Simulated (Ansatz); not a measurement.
# I on Ca(100): change of the work function

Aim: the work function of Ca(100) at several coverages of I (top site), and the dipole that each adsorbate carries.

Program: Ansatz 0.2.0. Level of theory: plane-wave DFT, PBE, Ansatz PAW, in the first sound run; inputs show where later runs differ. Results are calculated unless marked as measured.

Most raw output is cut from this account.

**1. Starting point**

The cell holds 4 atoms: 4 Ca. Its edges and angles: a = 3.946 Å, b = 3.946 Å, c = 26.370 Å, α = 90.0°, β = 90.0°, γ = 90.0°. Vacuum lies along c.

**2. The clean slab**

The bare slab comes first, as the zero from which every change is counted. The two lowest layers are held at bulk places and the upper ones relax. The dipole correction removes the false field that a one-sided slab makes across the periodic vacuum, so each face gets a flat vacuum level of its own.

input.yaml reads:

```yaml
crystal:
  lattice:
    - [3.945655839, 0.0, 0.0]
    - [0.0, 3.945655839, 0.0]
    - [0.0, 0.0, 26.37]
  atoms:
    - { symbol: Ca, position: [0.5, 0.5, 0.3412969283] }
    - { symbol: Ca, position: [0.0, 0.0, 0.4470989761] }
    - { symbol: Ca, position: [0.5, 0.5, 0.5529010239] }
    - { symbol: Ca, position: [0.0, 0.0, 0.6587030717] }
kpoints:
  mp_grid: { grid: [8, 8, 1] }
hamiltonian:
  xc: pbe
scf:
  occupations: { method: fermi_dirac, width: 0.1 }
  convergence: { dr2_threshold: 1.0e-08 }
efield:
  axis: 3
  dipole_correction: true
  ramp_position: 0.97
  ramp_width: 0.06
relax:
  f_tol: 0.02
  max_steps: 60
  constraints: [{ sites: [0, 1] }]
output:
  write_potential: true
  write_density: true
  volumetric_format: npy
```

Run with:

```bash
> ansatz run input.yaml --threads 4 --pin off --max-ram 12288MiB --backend cpu --events-out ev --progress --plain --runs-dir out
```

Elapsed: 13 s, on 4 threads of Arm Neoverse V2, shared host; peak memory 0.65 GiB; 49 s of CPU time.

Step by step:

| step | energy less that of the first step (eV) | largest force component (eV/Å) |
| --- | --- | --- |
| 1 | 0.0000 | 0.1343 |
| 2 | -0.0082 | 0.0794 |
| 3 | -0.0121 | 0.0115 |

Forces are held to the 8 operations that the run works with; a distortion that breaks them can't arise in this run.

The atoms that moved most (Å):

| atom | dx | dy | dz | length |
| --- | --- | --- | --- | --- |
| Ca4 | 0.000 | 0.000 | -0.227 | 0.227 |
| Ca3 | 0.000 | 0.000 | -0.076 | 0.076 |

The relaxed structure:

```xyz
4
Lattice="3.9457 0.0000 0.0000 0.0000 3.9457 0.0000 0.0000 0.0000 26.3700" Properties=species:S:1:pos:R:3
Ca    1.9728    1.9728    9.0000
Ca    0.0000    0.0000   11.7900
Ca    1.9728    1.9728   14.5035
Ca    0.0000    0.0000   17.1433
```

Numbers from this step:

```yaml
energy_at_zero_smearing: -7266.5437 eV
work_function_upper_face: 2.748 eV
work_function_lower_face: 2.776 eV
dipole_along_the_normal: 0.002415 e·Å
step_between_the_vacuum_levels: -0.02807 eV
```

Running mean over 2.79 Å of the planar mean; the ramp of the sawtooth is left out. Table of electron's electrostatic potential energy less the Fermi level by z:

z (Å), electron's electrostatic potential energy less the Fermi level (eV) and a bar from the least value:
```
      3.5       2.77 ##############################
      4.0       2.77 ##############################
      4.5       2.76 ##############################
      5.0       2.74 ##############################
      5.5       2.68 ##############################
      6.0       2.54 #############################
      6.5       2.21 ###########################
      7.0       1.45 ########################
      7.5      -0.10 ################
      8.0      -1.84 #######
      8.5      -2.78 ###
      9.0      -3.02 ##
      9.5      -2.98 ##
     10.0      -2.89 ##
     10.5      -2.81 ###
     11.0      -2.77 ###
     11.5      -2.77 ###
     12.0      -2.82 ###
     12.5      -2.93 ##
     13.0      -3.05 #
     13.5      -3.00 ##
     14.0      -2.86 ##
     14.5      -2.82 ###
     15.0      -2.94 ##
     15.5      -3.23 #
     16.0      -3.36 
     16.5      -3.20 #
     17.0      -3.08 #
     17.5      -2.89 ##
     18.0      -2.20 ######
     18.5      -0.63 #############
     19.0       1.08 ######################
     19.5       2.04 ##########################
     20.0       2.44 ############################
     20.5       2.62 #############################
     21.0       2.70 ##############################
     21.5       2.73 ##############################
     22.0       2.74 ##############################
     22.5       2.75 ##############################
     23.0       2.75 ##############################
```

The relaxation took 3 steps and lowered the energy by 0.012 eV; the largest force on the free atoms ends at 0.011 eV/Å.

The work function of the upper face is 2.75 eV.

**3. Adsorbate added, k-mesh 3×3×1, coverage 0.111 ML**

System of this step: Ca36I (I/Ca(100)). The cell holds 37 atoms: 36 Ca and 1 I. Cell: a = 11.837 Å, b = 11.837 Å, c = 29.451 Å, α = 90.0°, β = 90.0°, γ = 90.0°. Vacuum lies along c.

The clean slab as it ended is repeated in the plane and the adsorbate is set on one face; the cell's size fixes the coverage, and the k-mesh shrinks with it to keep the sampling density about even. Adsorbate and upper layers relax, since the dipole depends on the height.

input.yaml reads:

```yaml
crystal:
  lattice:
    - [11.836967517, 0.0, 0.0]
    - [0.0, 11.836967517, 0.0]
    - [0.0, 0.0, 29.4507538703]
  atoms:
    - { symbol: Ca, position: [0.1666666667, 0.1666666667, 0.3055948938] }
    - { symbol: Ca, position: [0.0, 0.0, 0.4003293108] }
    - { symbol: Ca, position: [0.1666666667, 0.1666666667, 0.4924669071] }
    - { symbol: Ca, position: [0.0, 0.0, 0.5820989828] }
    - { symbol: Ca, position: [0.1666666667, 0.5, 0.3055948938] }
    - { symbol: Ca, position: [0.0, 0.3333333333, 0.4003293108] }
    - { symbol: Ca, position: [0.1666666667, 0.5, 0.4924669071] }
    - { symbol: Ca, position: [0.0, 0.3333333333, 0.5820989828] }
[... 25 atom lines left out ...]
    - { symbol: Ca, position: [0.6666666667, 0.6666666667, 0.4003293108] }
    - { symbol: Ca, position: [0.8333333333, 0.8333333333, 0.4924669071] }
    - { symbol: Ca, position: [0.6666666667, 0.6666666667, 0.5820989828] }
    - { symbol: I, position: [0.0, 0.0, 0.6944051062] }
kpoints:
  mp_grid: { grid: [3, 3, 1] }
hamiltonian:
  xc: pbe
scf:
  occupations: { method: fermi_dirac, width: 0.1 }
  convergence: { dr2_threshold: 1.0e-08 }
efield:
  axis: 3
  dipole_correction: true
  ramp_position: 0.97
  ramp_width: 0.06
relax:
  f_tol: 0.02
  max_steps: 60
  constraints:
    - { sites: [0, 1, 4, 5, 8, 9, 12, 13, 16, 17, 20, 21, 24, 25, 28, 29, 32, 33] }
output:
  bader: true
  write_potential: true
  write_density: true
  volumetric_format: npy
```

The job ended after 12 min (4 threads; peak memory 11 GiB; 46 min of CPU time).

Step by step:

| step | energy less that of the first step (eV) | largest force component (eV/Å) |
| --- | --- | --- |
| 1 | 0.0000 | 0.9310 |
| 2 | -0.1258 | 0.7432 |
| 3 | -0.2287 | 0.3400 |
| 4 | -0.2376 | 0.1285 |
| 5 | -0.2397 | 0.0186 |

The run keeps the 8 symmetry operations that it works with, so distortions that break them were not tested.

The atoms that moved most (Å):

| atom | dx | dy | dz | length |
| --- | --- | --- | --- | --- |
| I37 | 0.000 | 0.000 | -0.330 | 0.330 |
| Ca8 | 0.000 | -0.021 | 0.082 | 0.084 |
| Ca16 | -0.021 | 0.000 | 0.082 | 0.084 |
| Ca12 | 0.000 | 0.021 | 0.082 | 0.084 |
| Ca28 | 0.021 | 0.000 | 0.082 | 0.084 |
| Ca4 | 0.000 | 0.000 | 0.058 | 0.058 |
| Ca15 | 0.000 | -0.013 | 0.036 | 0.038 |
| Ca7 | -0.013 | 0.000 | 0.036 | 0.038 |

The relaxed structure:

```
Ca I
1.0
    11.83697    0.00000    0.00000
     0.00000   11.83697    0.00000
     0.00000    0.00000   29.45075
Ca I
36 1
Direct
  0.16667 0.16667 0.30559
  0.00000 0.00000 0.40033
  0.16702 0.16702 0.49303
  0.00000 0.00000 0.58407
  0.16667 0.50000 0.30559
  0.00000 0.33333 0.40033
  0.16555 0.50000 0.49368
  0.00000 0.33157 0.58488
  0.16667 0.83333 0.30559
  0.00000 0.66667 0.40033
  0.16702 0.83298 0.49303
  0.00000 0.66843 0.58488
  0.50000 0.16667 0.30559
  0.33333 0.00000 0.40033
  0.50000 0.16555 0.49368
  0.33157 0.00000 0.58488
  0.50000 0.50000 0.30559
  0.33333 0.33333 0.40033
  0.50000 0.50000 0.49270
  0.33411 0.33411 0.58293
  0.50000 0.83333 0.30559
  0.33333 0.66667 0.40033
  0.50000 0.83445 0.49368
  0.33411 0.66589 0.58293
  0.83333 0.16667 0.30559
  0.66667 0.00000 0.40033
  0.83298 0.16702 0.49303
  0.66843 0.00000 0.58488
  0.83333 0.50000 0.30559
  0.66667 0.33333 0.40033
  0.83445 0.50000 0.49368
  0.66589 0.33411 0.58293
  0.83333 0.83333 0.30559
  0.66667 0.66667 0.40033
  0.83298 0.83298 0.49303
  0.66589 0.66589 0.58293
  0.00000 0.00000 0.68319
```

This step gave:

| Quantity | Value |
| --- | --- |
| energy at zero smearing | -72913.9850 eV |
| work function, upper face | 3.405 eV |
| work function, lower face | 2.800 eV |
| dipole along the normal | -0.4684 e·Å |
| step between the vacuum levels | 0.6049 eV |

Running mean over 2.79 Å of the planar mean; the ramp of the sawtooth is left out. The electron's electrostatic potential energy less the Fermi level by z:

z (Å), electron's electrostatic potential energy less the Fermi level (eV) and a bar from the least value:
```
        4       2.79 ###########################
        5       2.76 ###########################
        6       2.56 ##########################
        7       1.47 #####################
        8      -1.82 ######
        9      -3.00 #
       10      -2.87 ##
       11      -2.76 ##
       12      -2.80 ##
       13      -2.96 #
       14      -2.83 ##
       15      -2.87 ##
       16      -3.23 
       17      -3.05 #
       18      -2.30 ####
       19       0.88 ###################
       20       2.39 #########################
       21       2.91 ############################
       22       3.25 #############################
       23       3.39 ##############################
       24       3.40 ##############################
       25       3.40 ##############################
       26       3.40 ##############################
```

The relaxation took 5 steps and lowered the energy by 0.24 eV; the largest force on the free atoms ends at 0.019 eV/Å.

The covered face has 3.40 eV, +0.66 eV against the clean one; the bare back face has moved by +0.02 eV, a measure of how thin the slab is.

**4. Adsorbate added, k-mesh 4×4×1, coverage 0.25 ML**

System of this step: Ca16I (I/Ca(100)). The cell holds 17 atoms: 16 Ca and 1 I. Cell: a = 7.891 Å, b = 7.891 Å, c = 29.451 Å, α = 90.0°, β = 90.0°, γ = 90.0°. Vacuum lies along c.

Another coverage, to see how the dipoles act on each other as their distance changes.

input.yaml reads:

```yaml
crystal:
  lattice:
    - [7.891311678, 0.0, 0.0]
    - [0.0, 7.891311678, 0.0]
    - [0.0, 0.0, 29.4507538703]
  atoms:
    - { symbol: Ca, position: [0.25, 0.25, 0.3055948938] }
    - { symbol: Ca, position: [0.0, 0.0, 0.4003293108] }
    - { symbol: Ca, position: [0.25, 0.25, 0.4924669071] }
    - { symbol: Ca, position: [0.0, 0.0, 0.5820989828] }
    - { symbol: Ca, position: [0.25, 0.75, 0.3055948938] }
    - { symbol: Ca, position: [0.0, 0.5, 0.4003293108] }
    - { symbol: Ca, position: [0.25, 0.75, 0.4924669071] }
    - { symbol: Ca, position: [0.0, 0.5, 0.5820989828] }
    - { symbol: Ca, position: [0.75, 0.25, 0.3055948938] }
    - { symbol: Ca, position: [0.5, 0.0, 0.4003293108] }
    - { symbol: Ca, position: [0.75, 0.25, 0.4924669071] }
    - { symbol: Ca, position: [0.5, 0.0, 0.5820989828] }
    - { symbol: Ca, position: [0.75, 0.75, 0.3055948938] }
    - { symbol: Ca, position: [0.5, 0.5, 0.4003293108] }
    - { symbol: Ca, position: [0.75, 0.75, 0.4924669071] }
    - { symbol: Ca, position: [0.5, 0.5, 0.5820989828] }
    - { symbol: I, position: [0.0, 0.0, 0.6944051062] }
kpoints:
  mp_grid: { grid: [4, 4, 1] }
hamiltonian:
  xc: pbe
scf:
  occupations: { method: fermi_dirac, width: 0.1 }
  convergence: { dr2_threshold: 1.0e-08 }
efield:
  axis: 3
  dipole_correction: true
  ramp_position: 0.97
  ramp_width: 0.06
relax:
  f_tol: 0.02
  max_steps: 60
  constraints: [{ sites: [0, 1, 4, 5, 8, 9, 12, 13] }]
output:
  bader: true
  dos: { projected: true, e_range: [-8, 4] }
  write_potential: true
  write_density: true
  volumetric_format: npy
  elf: true
```

Wall time 3 min (4 threads); peak memory 4 GiB.

Relaxation path:

| step | energy less that of the first step (eV) | largest force component (eV/Å) |
| --- | --- | --- |
| 1 | 0.0000 | 1.1230 |
| 2 | -0.1788 | 0.8374 |
| 3 | -0.2937 | 0.3193 |
| 4 | -0.3011 | 0.1162 |
| 5 | -0.3026 | 0.0157 |

Forces are held to the 8 operations that the run works with; a distortion that breaks them can't arise in this run.

The atoms that moved most (Å):

| atom | dx | dy | dz | length |
| --- | --- | --- | --- | --- |
| I17 | 0.000 | 0.000 | -0.391 | 0.391 |
| Ca8 | 0.000 | 0.000 | 0.120 | 0.120 |
| Ca12 | 0.000 | 0.000 | 0.120 | 0.120 |
| Ca3 | 0.006 | 0.006 | 0.017 | 0.020 |
| Ca11 | -0.006 | 0.006 | 0.017 | 0.020 |
| Ca7 | 0.006 | -0.006 | 0.017 | 0.020 |
| Ca15 | -0.006 | -0.006 | 0.017 | 0.020 |
| Ca4 | 0.000 | 0.000 | 0.018 | 0.018 |

Final coordinates:

```xyz
17
Lattice="7.8913 0.0000 0.0000 0.0000 7.8913 0.0000 0.0000 0.0000 29.4508" Properties=species:S:1:pos:R:3
Ca    1.9728    1.9728    9.0000
Ca    0.0000    0.0000   11.7900
Ca    1.9793    1.9793   14.5208
Ca    0.0000    0.0000   17.1610
Ca    1.9728    5.9185    9.0000
Ca    0.0000    3.9457   11.7900
Ca    1.9793    5.9120   14.5208
Ca    0.0000    3.9457   17.2628
Ca    5.9185    1.9728    9.0000
Ca    3.9457    0.0000   11.7900
Ca    5.9120    1.9793   14.5208
Ca    3.9457    0.0000   17.2628
Ca    5.9185    5.9185    9.0000
Ca    3.9457    3.9457   11.7900
Ca    5.9120    5.9120   14.5208
Ca    3.9457    3.9457   17.1371
I     0.0000    0.0000   20.0599
```

Numbers from this step:

* energy at zero smearing: -36581.2212 eV
* work function, upper face: 4.074 eV
* work function, lower face: 2.786 eV
* dipole along the normal: -0.4431 e·Å
* step between the vacuum levels: 1.288 eV

The density of states has structure finer than the step of the table below, so its rows give means over 0.25 eV, whole bins alone (the curve runs from -8 to 0.72 eV). Peaks (eV: height): -2.470: 63.7, -0.360: 23.5, -0.060: 34.3, 0.120: 23.9, 0.240: 32.5, 0.480: 38.2, 0.690: 71.3.

The density of states by energy, zero at the Fermi level; means over each step:

energy (eV), density of states (states/eV a cell) and a bar:
```
    -4.00        0.0 
    -3.75        0.9 #
    -3.50        2.7 ###
    -3.25        4.1 ####
    -3.00        7.7 ########
    -2.75        8.6 #########
    -2.50       18.4 ###################
    -2.25       12.1 ############
    -2.00        3.0 ###
    -1.75        9.4 ##########
    -1.50        9.3 ##########
    -1.25        9.0 #########
    -1.00       13.4 ##############
    -0.75       11.7 ############
    -0.50       14.5 ###############
    -0.25       15.4 ################
     0.00       18.6 ###################
     0.25       24.0 #########################
     0.50       29.1 ##############################
```

Projected DOS per atom over height of the atomic layer and energy from the Fermi level. Layers: Ca4 Ca4 Ca4 Ca4 I from below.

Ten even steps from '0' (0.0 states/eV) to '9' (6.7 states/eV), each cell a mean:
```
00000
00000
00000
00000
00000
00000
00000
00006
00009
00003
00000
00000
00000
00000
00000
00000
00000
00000
00000
00000
00000
00000
```
Columns: height of the atomic layer (Å) from 9 to 20.1; rows upwards: energy from the Fermi level (eV) from -7.96 to 0.645.

Electrostatic potential energy in the ca plane at fractional y = 0.000, with atoms of Ca and I within 0.2 Å of it. With pseudopotentials it is smooth inside the atoms' cores, unlike the true potential.

Ten even steps from '0' (-46 eV) to '9' (4 eV), each cell a mean:
```
84000278999999974000378758985799999999999999
87423689999999986323689865656899999999999999
98777889999999998777889987678999999999999999
99888999999999999888999999999999999999999999
99999999999999999999999999999999999999999999
99999999999999999999999999999999999999999999
99888999999999999888899999999999999999999999
98777889999999998767789999999999999999999999
87422589999999987422578999999999999999999999
84000278999999985000168899999999999999999999
74000168999999984000168899999999999999999999
86200478999999986200378999999999999999999999
87655789999999988655688999999999999999999999
98888899999999998888889999999999999999999999
99999999999999999999999999999999999999999999
99999999999999999999999999999999999999999999
99999999999999999999999999999999999999999999
98888899999999998888899998889999999999999999
87645789999999987545789975557999999999999999
85100478999999985101478756875799999999999999
74000168999999973000278759995699999999999999
```
Columns run along c (16.0 Å, from fractional 0.36 to 0.91 of the cell; values clipped at the 3rd and 97th percentile), rows up along a (7.9 Å). Atoms in or near the plane, at fractional coordinates: Ca at (0.40, 0.00), Ca at (0.58, 0.00), Ca at (0.40, 0.50), Ca at (0.59, 0.50), I at (0.68, 0.00).

ELF in the ca plane at fractional y = 0.000, with atoms of Ca and I within 0.2 Å of it. It is the smooth field of the valence electrons, not physical close to the nuclei.

Ten even steps from '0' (0.00) to '9' (0.86), each cell a mean:
```
17999931477774128999825863236887420000000000
03899611477775204898415876567986310000000000
10233113566666411243105888888875310000000000
42101135665556642110003688888763200000000000
64333456654456676532111356776532100000000000
64333456654445676542211123443321000000000000
32100135665556653110000000111100000000000000
10233113566666521233200000000000000000000000
04899611577776312799720000000000000000000000
17999931477775216999960000000000000000000000
28999941477775217999971000000000000000000000
16999821477776204999940000000000000000000000
01576302577666411477410000000000000000000000
21011014666566641111000000000000000000000000
53211246654456665321111111222210000000000000
65434466654445677643211235565431000000000000
53211245655456664211112478887653100000000000
21111014666666521111004788889874210000000000
01576302577776302676205887778986310000000000
16999821477775117999715875357887410000000000
28999941377774129999825863426897420000000000
```
Columns run along c (16.0 Å, from fractional 0.36 to 0.91 of the cell), rows up along a (7.9 Å). Atoms in or near the plane, at fractional coordinates: Ca at (0.40, 0.00), Ca at (0.58, 0.00), Ca at (0.40, 0.50), Ca at (0.59, 0.50), I at (0.68, 0.00).

Valence density in the ca plane at fractional y = 0.000, with atoms of Ca and I within 0.2 Å of it. It is the smooth field of the valence electrons, not physical close to the nuclei.

Values in units of 1e0 e/Å³, 11 rows by 16 columns, each cell a mean:
```
0.8 3.2 0.2 0.1 0.1 0.2 3.0 1.2 0.5 6.3 1.4 0.1 0.0 0.0 0.0 0.0
0.1 0.2 0.1 0.1 0.1 0.1 0.2 0.1 0.1 0.4 0.2 0.0 0.0 0.0 0.0 0.0
0.1 0.1 0.1 0.1 0.1 0.1 0.1 0.0 0.0 0.1 0.0 0.0 0.0 0.0 0.0 0.0
0.1 0.1 0.1 0.1 0.1 0.1 0.1 0.1 0.0 0.0 0.0 0.0 0.0 0.0 0.0 0.0
0.6 2.2 0.2 0.1 0.1 0.1 1.8 1.0 0.0 0.0 0.0 0.0 0.0 0.0 0.0 0.0
1.4 5.1 0.4 0.1 0.0 0.1 4.2 2.5 0.0 0.0 0.0 0.0 0.0 0.0 0.0 0.0
0.3 1.1 0.1 0.1 0.1 0.1 0.9 0.5 0.0 0.0 0.0 0.0 0.0 0.0 0.0 0.0
0.1 0.1 0.1 0.1 0.1 0.1 0.1 0.0 0.0 0.0 0.0 0.0 0.0 0.0 0.0 0.0
0.1 0.1 0.1 0.1 0.1 0.1 0.1 0.0 0.0 0.1 0.1 0.0 0.0 0.0 0.0 0.0
0.2 0.6 0.1 0.1 0.1 0.1 0.5 0.2 0.2 0.8 0.4 0.0 0.0 0.0 0.0 0.0
1.2 4.5 0.3 0.1 0.1 0.2 4.2 1.6 0.6 9.7 2.0 0.1 0.0 0.0 0.0 0.0
```
Columns run along c (16.0 Å, from fractional 0.36 to 0.91 of the cell), rows up along a (7.9 Å). Atoms in or near the plane, at fractional coordinates: Ca at (0.40, 0.00), Ca at (0.58, 0.00), Ca at (0.40, 0.50), Ca at (0.59, 0.50), I at (0.68, 0.00).

The relaxation took 5 steps and lowered the energy by 0.30 eV; the largest force on the free atoms ends at 0.016 eV/Å.

By hand: a sheet of dipoles makes a step −p/(ε₀A) in the electron's potential. With e/ε₀ = 180.95 V·Å, p = -0.4431 e·Å and A = 62.27 Å², that is −180.95 × (-0.4431) / 62.27 = +1.288 eV, and the two vacuum levels of the run differ by +1.288 eV.

The covered face has 4.07 eV, +1.33 eV against the clean one; the bare back face has moved by +0.01 eV, a measure of how thin the slab is.

(Part 1 of 2 ends here.)

[Logs are printed without paths, hosts, clocks, repeated set-up lines and the standing remarks that a program may print on its own settings, such as how far it seeks lower states.]

[Hosts, paths, dates, database ids (printed as entryN), source tags and the programs' standing remarks are cut or masked in the printed files.]

[Maps of the electrostatic potential energy from Ansatz leave out the sawtooth potential of an applied field or a dipole correction, so their vacuum need not be flat; planar profiles and work functions include it.]

[The density of states shown here was stored with 400 of the rows of the run's finer table, so its peaks can read low, often by over a quarter, or be missed, and its means over a window can be off by a tenth or more.]
